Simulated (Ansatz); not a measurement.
In doubt: masses and optical values from hybrid runs of this build are listed as unsure, which bears on the screening that GW takes from such a start.

Rows from a G0W0 calculation on LiPS3 (C2/m) (Ansatz 0.2.0; G0W0 on HSE06, plane waves, PAW; PAW set soft_1; 4×4×4 mesh, 469 empty bands, screening to 100 eV, PAW set soft_1 files), in eV. Spin-orbit coupling is left out.

| row | Σx | Σc | Vxc | Z |
| --- | --- | --- | --- | --- |
| A | -9.28 | -3.68 | -13.46 | 0.80 |
| B | -7.38 | -3.69 | -11.48 | 0.81 |
| C | -17.84 | 1.90 | -15.56 | 0.78 |
| D | -8.90 | -3.60 | -12.96 | 0.80 |
| E | -18.36 | 1.93 | -16.06 | 0.78 |
| F | -9.79 | -3.68 | -13.98 | 0.79 |

Q: Which rows are filled states and which are empty ones, and how can one tell?

Filled: C and E. Empty: A, B, D and F. The sign of Σc tells: for a filled state bare exchange, which holds its interaction with itself, lies below Vxc (Σx − Vxc is -2.3 eV or lower here) and screening gives part back as a positive Σc. For an empty state Σx lies above Vxc (+4.1 eV or more) and the Coulomb hole leaves Σc negative.

[Runs of the session that timed out or met a known fault of the program may be left out.]

[Cells called generated may have been cut or substituted from an entry of the Crystallography Open Database or the Materials Project.]

[Hosts, paths, dates, database ids (printed as entryN), source tags and the programs' standing remarks are cut or masked in the printed files.]
